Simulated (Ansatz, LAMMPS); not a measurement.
# Forces and charges in aqueous K+ and HSO4-, 4.6 mol of salt per kg of water at 300 K (172 atoms)

Aim: energy, forces, charges and density of states of aqueous K+ and HSO4-, 4.6 mol of salt per kg of water at 300 K (172 atoms) at a fixed geometry.

Program: Ansatz 0.2.0. Level of theory: Kohn-Sham DFT, r2SCAN+D4, PAW (set soft_2), plane waves. Results are calculated unless marked as measured.

## Step 1: Starting point

The cell holds 172 atoms: 64 O, 4 S, 100 H and 4 K. Cell: a = 12.025 Å, b = 12.025 Å, c = 12.025 Å, α = 90.0°, β = 90.0°, γ = 90.0°. 48 H2O, 4 K+, 4 HSO4- placed at random, at 1.35 g/cm³; overlaps pushed apart, then 10 ps at 420 K with Joung-Cheatham ions (J. Phys. Chem. B 112, 9020 (2008)); MMFF94 bonds, angles, torsions, charges and radii (Halgren, J. Comput. Chem. 17, 490 (1996)) in harmonic and 12-6 forms; SPC/E water (Berendsen, Grigera and Straatsma, J. Phys. Chem. 91, 6269 (1987)); charges of ions scaled by 0.85. Snapshot after 20 ps at 300 K and fixed volume.

Limits known from the start: The network of contacts between molecules at the start is that of the classical potential that made the cell, and needn't be the one that DFT or experiment would give. The concentration wasn't checked against solubility and may exceed it. The density was typed from a rule of thumb and may lie off the real one at this temperature. Sampling is at Γ alone, for a cell whose shortest periodic width is 12 Å.

## Step 2: Making the structure

A classical potential makes the cell, at a small fraction of what the same run would cost in DFT.

This step: classical MD, Joung-Cheatham ions (J. Phys. Chem. B 112, 9020 (2008)); MMFF94 bonds, angles, torsions, charges and radii (Halgren, J. Comput. Chem. 17, 490 (1996)) in harmonic and 12-6 forms; SPC/E water (Berendsen, Grigera and Straatsma, J. Phys. Chem. 91, 6269 (1987)); charges of ions scaled by 0.85 (LAMMPS 22 Jul 2025 - Update 4).

The input, in.lmp:

```
# aqueous K+ and HSO4-, 4.6 mol of salt per kg of water
units real
atom_style full
boundary p p p
bond_style harmonic
angle_style harmonic
dihedral_style opls
improper_style harmonic
special_bonds lj 0 0 0.5 coul 0 0 0.75
read_data data.lmp
neigh_modify delay 0 every 1 check yes one 4000
comm_modify cutoff 12.0
timestep 0.5
thermo_style custom step time temp pe press density
thermo_modify norm yes
# push overlapping molecules apart
pair_style soft 2.6
pair_coeff * * 0.0
variable a equal ramp(1,60)
fix ad all adapt 1 pair soft a * * v_a
velocity all create 420 839833 mom yes dist gaussian
fix lim all nve/limit 0.03
fix lan all langevin 420 420 50 839834 zero yes
thermo 1000
run 3000 post no
unfix ad
pair_style lj/cut/coul/long 9.0
pair_modify mix arithmetic tail yes
pair_coeff 1 1 0.0763 3.0430   # O
pair_coeff 2 2 0.2681 3.4180   # S
pair_coeff 3 3 0.0763 3.0960   # O
pair_coeff 4 4 0.0100 1.2000   # H
pair_coeff 5 5 0.1553 3.1660   # O
pair_coeff 6 6 0.0000 1.0000   # H
# [... 20 lines left out ...]
compute msd all msd com yes
thermo 5000
fix md all nvt temp 300 300 100
run 20000 post no
print "== T300: mean square displacement over the hold $(c_msd[4]:%.2f) A^2"
unfix md
uncompute msd
write_dump all custom T300.dump id type xs ys zs modify sort id
```

On the command line:

```
$ lmp -in in.lmp -log none -nocite
```

The program printed:

```text
LAMMPS (22 Jul 2025 - Update 4)
Reading data file ...
  orthogonal box = (0 0 0) to (12.02476 12.02476 12.02476)
  172 atoms
  orthogonal box = (0 0 0) to (12.02476 12.02476 12.02476)
  116 bonds
  76 angles
  12 dihedrals
   Step          Time           Temp          PotEng         Press         Density
         0   0              420            0.58429028     10200.703      1.3459985
      1000   500            426.12202      1.2846661      46265.913      1.3459985
      2000   1000           465.26323      1.1844374      64815.857      1.3459985
      3000   1500           398.98391      1.0971993      43300.037      1.3459985
[... 30 lines left out ...]
Loop time of 5.9247 s on 1 MPI rank(s) for 10000 steps with 172 atoms
   Step          Time           Temp          PotEng         Press         Density
[... 4 lines left out ...]
Loop time of 2.91478 s on 1 MPI rank(s) for 5000 steps with 172 atoms
   Step          Time           Temp          PotEng         Press         Density
[... 2 lines left out ...]
     25000   24000          290.21515     -7.6606722     -351.60351      1.3459985
     30000   29000          272.66965     -7.687548       3204.2824      1.3459985
     35000   34000          299.01415     -7.7458609     -365.39655      1.3459985
     37000   36000          286.88413     -7.7443267     -1201.6512      1.3459985
Loop time of 11.4578 s on 1 MPI rank(s) for 20000 steps with 172 atoms
== T300: mean square displacement over the hold 18.89 A^2
```

Run time: 22 s. Hardware: 1 thread of Arm Neoverse V2, shared host; peak memory 0.13 GiB.

The input also reads data.lmp (atoms, bonds and types; not printed here).

## Step 3: Plane-wave single point

The electrons are solved once, with the atoms held.

The input, input.yaml:

```yaml
crystal:
  lattice:
    - [12.02476, 0.0, 0.0]
    - [0.0, 12.02476, 0.0]
    - [0.0, 0.0, 12.02476]
  atoms:
    - { symbol: O, position: [0.06548, 0.96042, 0.54134] }
    - { symbol: S, position: [0.04395, 0.90893, 0.66418] }
    - { symbol: O, position: [0.15743, 0.89586, 0.69858] }
    - { symbol: O, position: [0.98199, 0.99589, 0.71981] }
    - { symbol: O, position: [0.98176, 0.80692, 0.63766] }
    - { symbol: H, position: [0.08408, 0.04316, 0.55407] }
    - { symbol: O, position: [0.76376, 0.15624, 0.56154] }
    - { symbol: S, position: [0.71881, 0.0393, 0.51496] }
    - { symbol: O, position: [0.81822, 0.97671, 0.47984] }
    - { symbol: O, position: [0.67159, 0.99369, 0.61339] }
    - { symbol: O, position: [0.63144, 0.06567, 0.42983] }
    - { symbol: H, position: [0.83021, 0.17522, 0.52127] }
    - { symbol: O, position: [0.11167, 0.03489, 0.07922] }
    - { symbol: S, position: [0.12602, 0.01003, 0.21043] }
    - { symbol: O, position: [0.17646, 0.89895, 0.21506] }
    - { symbol: O, position: [0.19224, 0.09793, 0.25594] }
    - { symbol: O, position: [0.01186, 0.00461, 0.25295] }
    - { symbol: H, position: [0.13321, 0.96593, 0.03576] }
    - { symbol: O, position: [0.62969, 0.46799, 0.31891] }
    - { symbol: S, position: [0.7595, 0.4502, 0.30495] }
    - { symbol: O, position: [0.80767, 0.52506, 0.38711] }
    - { symbol: O, position: [0.77567, 0.33464, 0.32944] }
    - { symbol: O, position: [0.77981, 0.48422, 0.19134] }
    - { symbol: H, position: [0.61312, 0.47598, 0.39766] }
    - { symbol: O, position: [0.90054, 0.17425, 0.11055] }
    - { symbol: H, position: [0.9286, 0.09994, 0.08593] }
    - { symbol: H, position: [0.83643, 0.19693, 0.06268] }
    - { symbol: O, position: [0.51349, 0.22348, 0.5121] }
    - { symbol: H, position: [0.55072, 0.16464, 0.46663] }
    - { symbol: H, position: [0.54593, 0.22401, 0.58867] }
    - { symbol: O, position: [0.07105, 0.48134, 0.6007] }
    - { symbol: H, position: [0.0172, 0.42598, 0.63155] }
    [... 134 atom lines left out ...]
    - { symbol: H, position: [0.85644, 0.78487, 0.62884] }
    - { symbol: H, position: [0.74585, 0.84856, 0.58242] }
    - { symbol: K, position: [0.69778, 0.13603, 0.22633] }
    - { symbol: K, position: [0.94449, 0.8193, 0.39052] }
    - { symbol: K, position: [0.29022, 0.18413, 0.4602] }
    - { symbol: K, position: [0.3177, 0.60073, 0.16879] }
kpoints:
  mp_grid: { grid: [1, 1, 1] }
hamiltonian:
  xc: r2scan
  dispersion: d4
scf:
  occupations: { method: fixed }
output:
  forces: true
  stress: true
  populations: true
  dos:
    method: { smearing: { sigma: 0.1 } }
    de: 0.1
    projected: { site_lists: { H: [H], K: [K], O: [O], S: [S] } }
  eigenvalues: true
  write_density: true
  write_potential: true
  volumetric_format: npy
```

On the command line:

```
$ ansatz run input.yaml --threads 8 --pin off --max-ram 15872MiB --backend cpu --events-out ev --progress --plain --runs-dir out
```

The program printed:

```text
Engine: ansatz 0.2.0, aarch64-unknown-linux-gnu
Pseudopotentials: kind: paw
Pseudopotential: O, paw, valence charge 6, recommended cutoff 500 eV (meta_gga), O.paw.azcp
Pseudopotential: S, paw, valence charge 6, recommended cutoff 500 eV (meta_gga), S.paw.azcp
Pseudopotential: H, paw, valence charge 1, recommended cutoff 500 eV (meta_gga), H.paw.azcp
Pseudopotential: K, paw, valence charge 9, recommended cutoff 500 eV (meta_gga), K.paw.azcp
[... 6 lines on functional and potentials left out ...]
Crystal: 172 atoms, lattice volume = 1738.718 Å³
Basis set: ecut = 500 eV, 43867 PW (Γ), exchange–correlation on 360×360×360 points (64 copies of the dense FFT grid, shifted against one another)
Bands: 444, of which v1, the nominal top of the filled ones, is band 272 counted from 1 (271 counted from 0)
Symmetry: 1 space group operations
Space group: P1 (ITA 1), of the structure as read, at distance tolerance 1.2e-4 Å
k-points: 1
[... 12 lines on functional and potentials left out ...]
Initial density: superposition of atomic densities (neutral atoms: chi_scale 0, normalization atom), corrected by the library's trained network
Initial wavefunctions: pseudopotential atomic-orbital guess
Functional: x = r2scan, c = r2scan; τ floored in thin density (d = 2e-4 eV/Å³)
SCF iter   1: F=—  HF=-47798.444354 eV  |F-HF|=—  |Δ(HF+E_count)|=         —  Δρ=6.76e-3  dr2=8.91e-1  dr2_τ=8.73e0  ethr=1.77e-3  ⟨swp⟩=5.0  Hψ=1739  notcnv=0  defer=169
preconditioner: auto → Resta (q_TF=auto, 2.248 Å⁻¹)  ε∞=2.2  [insulator: Δε(μ)=5.085 eV  Ē_g=18.650 eV  n_scr=340 (ndim 8)  ℏωp=20.5 eV  f_vac=0.239  ε∞_Penn≈2.2]
SCF iter   2: F=—  HF=-47796.586087 eV  |F-HF|=—  |Δ(HF+E_count)|=    1.86e0  Δρ=3.86e-3  dr2=1.24e-1  dr2_τ=2.85e-2  ethr=1.64e-4  ⟨swp⟩=3.0  Hψ=789  notcnv=0  defer=170
SCF iter   3: F=—  HF=-47796.561700 eV  |F-HF|=—  |Δ(HF+E_count)|=   2.44e-2  Δρ=1.47e-3  dr2=3.04e-2  dr2_τ=2.35e-3  ethr=2.29e-5  ⟨swp⟩=3.0  Hψ=550  notcnv=0  defer=170
SCF iter   4: F=—  HF=-47796.570961 eV  |F-HF|=—  |Δ(HF+E_count)|=   9.26e-3  Δρ=3.61e-4  dr2=2.11e-3  dr2_τ=3.15e-4  ethr=5.59e-6  ⟨swp⟩=3.0  Hψ=551  notcnv=0  defer=170
SCF iter   5: F=—  HF=-47796.571455 eV  |F-HF|=—  |Δ(HF+E_count)|=   4.95e-4  Δρ=1.98e-4  dr2=5.70e-4  dr2_τ=8.23e-5  ethr=3.87e-7  ⟨swp⟩=3.0  Hψ=551  notcnv=0  defer=170
SCF iter   6: F=—  HF=-47796.571619 eV  |F-HF|=—  |Δ(HF+E_count)|=   1.63e-4  Δρ=4.97e-5  dr2=5.26e-5  dr2_τ=5.75e-6  ethr=1.05e-7  ⟨swp⟩=2.0  Hψ=550  notcnv=0  defer=170
SCF iter   7: F=—  HF=-47796.572092 eV  |F-HF|=—  |Δ(HF+E_count)|=   4.73e-4  Δρ=2.07e-5  dr2=7.55e-6  dr2_τ=8.31e-7  ethr=9.67e-9  ⟨swp⟩=2.0  Hψ=701  notcnv=0  defer=166
SCF iter   8: F=—  HF=-47796.572101 eV  |F-HF|=—  |Δ(HF+E_count)|=   8.86e-6  Δρ=9.33e-6  dr2=1.44e-6  dr2_τ=1.90e-7  ethr=1.39e-9  ⟨swp⟩=2.0  Hψ=548  notcnv=0  defer=168
SCF iter   9: F=—  HF=-47796.572103 eV  |F-HF|=—  |Δ(HF+E_count)|=   1.55e-6  Δρ=2.41e-6  dr2=1.25e-7  dr2_τ=1.02e-8  ethr=2.65e-10  ⟨swp⟩=2.0  Hψ=548  notcnv=0  defer=168
SCF iter  10: F=-47796.572103 eV  HF=-47796.572103 eV  |F-HF|=3.27e-9  |Δ(HF+E_count)|=   2.93e-7  Δρ=1.90e-6  dr2=5.14e-8  dr2_τ=6.78e-9  ethr=1.84e-11  ⟨swp⟩=24.0  Hψ=4699  notcnv=0
SCF 1 converged in 10 iterations: F = -47796.572103 eV  dr2 = 5.14e-8
  greatest PAW one-centre occupation: 0.989 electrons in one spin orbital (limit 2), on the K atom at site 170 (counted from 0), in its partial waves of l = 0
WARN: The input density's exchange-correlation potential varies sharply where the density is thin. Do not read a vacuum level from v_tot or v_xc, or from such a field of the output density. On a cell that repeats whose density bears no net charge and no dipole along the vacuum's axis use v_es (v_loc + v_h of the components); [...]
SCF converged after 10 iterations
Free energy (F): -47796.572103 eV
Harris-Foulkes:  -47796.572103 eV  (|F-HF|=3.27e-9)
Internal energy: -47796.572103 eV  (E = F + TS)
E sigma→0 (E₀):  -47796.572103 eV
Fermi energy:    -1.470807 eV
--- Per-component energies (eV) ---
  E_band       = -5305.195082
  E_kinetic    = 14132.604370
  E_local      = -43563.398254  (includes V_loc(G=0)·N_el)
  E_nonlocal   = 3364.913925
  E_hartree    = 15954.901363
  E_xc         = -6453.281142
  E_vxc        = -9163.680905  (∫ρ·V_xc dr)
  E_paw        = -15917.301654  (= ΣΔE_a)
  E_vpaw       = -2601.899674  (= ΣTr[D̂ρ^β])
  E_aug_tail   = 0.024160  (compensation charges beyond the density's cutoff)
  E_vtau       = 616.445153  (kinetic-family band-sum trace: ∫τ·v_τ [+ j·A + Jᵃ·Aᵃ] dr)
  E_ewald      = -15308.414384
  E_disp       = -3.352460  (pairwise vdW)
  E_core_change = -3.268026  (= ΣΔE_core)
  E_smearing   = -0.000000  (= −TS)
  E_closure    = 0.000000  (closes the sum)
  Σ components = -47796.572103   (vs F -47796.572103, Δ=0.00e0)
--- Forces (eV/Å), atoms counted from 1 ---
  atom   1  O      0.15938990     1.24086220     0.46103353
  atom   2  S     -2.34190108     1.13764640    -3.94984621
  atom   3  O      1.35013491    -0.87992678     1.31465623
  atom   4  O     -0.29185249    -0.90242410     0.71234356
  atom   5  O      1.82144366     0.75903453     1.12357447
  atom   6  H     -0.76827766    -1.08131026    -0.49453162
  atom   7  O     -0.54367508    -0.52052663    -0.35098833
  atom   8  S      2.12711722     0.00227736    -1.62633042
  atom   9  O     -2.03437312     1.26812272    -0.32448689
  atom  10  O     -1.12708146    -0.69795737     1.66958479
  atom  11  O      2.66273810    -0.59100839     0.71021751
  atom  12  H      0.66323784     0.20777218    -0.63030624
  atom  13  O      0.02558736    -0.96477331     0.37245760
  atom  14  S     -0.32375176    -1.78949884    -0.81586398
[...]
atom 171  K      0.14858211     0.02009437    -0.12687487
  atom 172  K      0.04777727    -0.05842046    -0.23214223
  max |Σ_I F_I| component: 1.92e-4 eV/Å
--- Stress (GPa, compression-positive) ---
       -3.043131       0.715708      -0.539624
        0.715707      -3.338300      -0.477931
       -0.539621      -0.477930      -2.196420
  P = ⅓ Tr σ = -2.8593 GPa (-28.593 kbar)
--- Band table (eV) ---
  k-point 0: bands = ["-30.1696", "-29.9215", "-29.8979", "-29.3684", [... 428 levels ...], "12.1389", "12.1751", "12.2036", "12.2399", "12.2536", "12.3088", "12.3648", "12.3730", "12.3902", "12.4168", "12.4309", "12.4935"]
--- Löwdin populations: 172 sites ---
  site symbol       q [e]
     0      O      6.7022
     1      S      3.4793
     2      O      6.7297
[...]
171      K      8.1342
  spilling = 0.012067 (of n_electrons = 544.000000)
```

Run time: 39 s. Hardware: 8 threads of Arm Neoverse V2, shared host; peak memory 4.9 GiB.

In the SCF lines HF is the Harris–Foulkes energy and dr2 the Hartree energy of the density residual, in eV; the loop may stop once dr2 is under the threshold and the program's other checks hold. Hψ counts applications of the Hamiltonian.

The program notes that the exchange-correlation potential is rough where the density is thin.

Numbers from this run:

```yaml
free_energy: -47796.5721 eV
free_energy_per_atom: -277.8870 eV/atom
scf_cycles: 10
pressure: -2.859 GPa
r_m_s_force_component: 0.7552 eV/Å
longest_force: 4.731 eV/Å
fermi_energy: -1.471 eV
spacing_of_highest_filled_and_lowest_empty_level: 4.97 eV
spilling_of_the_projection: 0.01207
```

Length of the force by element:

```tsv
element	coordination	atoms	mean length of the force (eV/Å)	spread	least	most
H	all	100	1.27	0.374	0.465	1.95
K	all	4	0.230	0.0665	0.150	0.330
O	all	64	1.02	0.490	0.206	2.82
S	all	4	2.90	1.08	1.99	4.73
```

Löwdin charges by element (they lack the spilled electrons, 0.038 e an atom on average):

```tsv
element	coordination	atoms	mean charge (e)	spread	least	most
H	all	100	0.394	0.0107	0.372	0.430
K	all	4	0.852	0.0111	0.840	0.866
O	all	64	-0.725	0.0358	-0.806	-0.652
S	all	4	2.53	0.0198	2.51	2.56
```

States in the cell by windows of 1 eV, zero at the Fermi level; the larger projections on atomic orbitals stand beside the total:

```tsv
from (eV)	to (eV)	total	O p	H s	K p
-14	-12	0.0	0.0	0.0	0.0
-12	-11	17.6	0.3	0.1	17.1
-11	-10	10.5	1.9	0.4	6.4
-10	-9	3.9	1.9	0.4	0.1
-9	-8	5.8	3.6	0.9	0.0
-8	-7	40.0	27.0	10.2	0.0
-7	-6	59.9	41.4	15.2	0.1
-6	-5	17.9	12.5	2.0	0.0
-5	-4	20.2	15.9	1.8	0.0
-4	-3	45.5	38.0	3.0	0.0
-3	-2	55.5	49.5	1.7	0.0
-2	-1	63.8	61.6	0.4	0.1
-1	0	65.3	64.2	0.2	0.0
0	1	2.0	2.0	0.0	0.0
1	4	0.0	0.0	0.0	0.0
4	5	0.8	0.0	0.4	0.0
```

With fixed occupations the program's Fermi level is the highest filled level; weight inside the gap is the broadening of levels at its edges.

Between -26 and -14 eV lie 128 more states.

The levels nearest the highest filled one (over half full), pooled over k-points and spins:

```tsv
level less the highest filled one (eV)	occupation
-0.323	2
-0.286	2
-0.269	2
-0.239	2
-0.101	2
0	2
4.97	0
6.11	0
6.29	0
6.45	0
6.46	0
6.57	0
```

Valence density in the ab plane at fractional z = 0.210, with atoms of S and O and H and K within 0.2 Å of it. It is the smooth field of the valence electrons, not physical close to the nuclei.

Values in e/Å³, 13 rows by 16 columns, each cell a mean:
```
0.9 0.8 2.2 1.5 0.1 0.0 0.0 0.0 0.0 0.0 0.0 0.2 3.0 3.5 0.7 0.4
0.0 0.3 3.2 2.8 0.6 1.6 1.7 0.2 0.0 0.0 0.0 0.1 1.1 1.2 0.2 0.0
0.3 0.0 0.1 0.1 0.3 2.5 3.0 0.2 0.0 0.0 0.1 0.1 0.1 0.1 0.2 0.7
1.0 0.1 0.0 0.0 0.1 0.2 0.2 0.0 0.0 0.0 0.2 0.2 0.1 0.0 0.5 3.1
0.2 0.1 0.1 0.1 0.8 1.3 0.2 0.0 0.0 0.0 0.0 0.0 0.0 0.0 0.1 0.3
0.2 2.0 1.4 0.2 1.0 1.7 0.3 0.0 0.1 0.3 0.1 0.1 0.4 0.2 0.0 0.0
0.2 1.8 1.3 0.1 0.1 0.1 0.0 0.0 0.1 0.3 0.1 0.8 4.1 1.3 0.1 0.0
0.1 0.2 0.1 0.0 0.0 0.2 0.4 0.1 0.0 0.0 0.0 0.3 1.0 0.3 0.0 0.0
0.7 2.3 0.4 0.0 0.0 0.5 1.0 0.2 0.0 0.0 0.0 0.0 0.1 0.0 0.0 0.0
1.4 3.7 0.8 0.0 0.0 0.0 0.1 0.1 0.0 0.0 0.0 0.1 0.0 0.0 0.0 0.1
0.1 0.2 0.2 0.2 0.0 0.0 0.1 0.3 0.1 0.1 1.1 2.0 0.4 0.1 0.1 0.1
0.1 0.2 1.1 1.4 0.2 0.0 0.3 1.2 0.3 0.1 1.6 2.9 0.6 0.0 0.1 0.1
1.7 1.0 1.0 0.7 0.1 0.0 0.1 0.2 0.1 0.0 0.1 0.2 0.2 0.2 0.1 0.6
```
Columns run along a (12.0 Å), rows up along b (12.0 Å). Atoms in or near the plane, at fractional coordinates: S at (0.13, 0.01), O at (0.18, 0.90), O at (0.08, 0.29), O at (0.37, 0.82), H at (0.30, 0.86), H at (0.36, 0.36), O at (0.81, 0.94), H at (0.45, 0.10), K at (0.70, 0.14).

[end of part 1 of 2]

[Logs are printed without paths, hosts, clocks, repeated set-up lines and the standing remarks that a program may print on its own settings, such as how far it seeks lower states.]

[Hosts, paths, dates, database ids (printed as entryN), source tags and the programs' standing remarks are cut or masked in the printed files.]

[The MMFF94 radii named for the starting cell were scaled by 0.96; in molecules described by MMFF94, hydrogen bound to N, O or S took a small fixed 12-6 site in their place.]
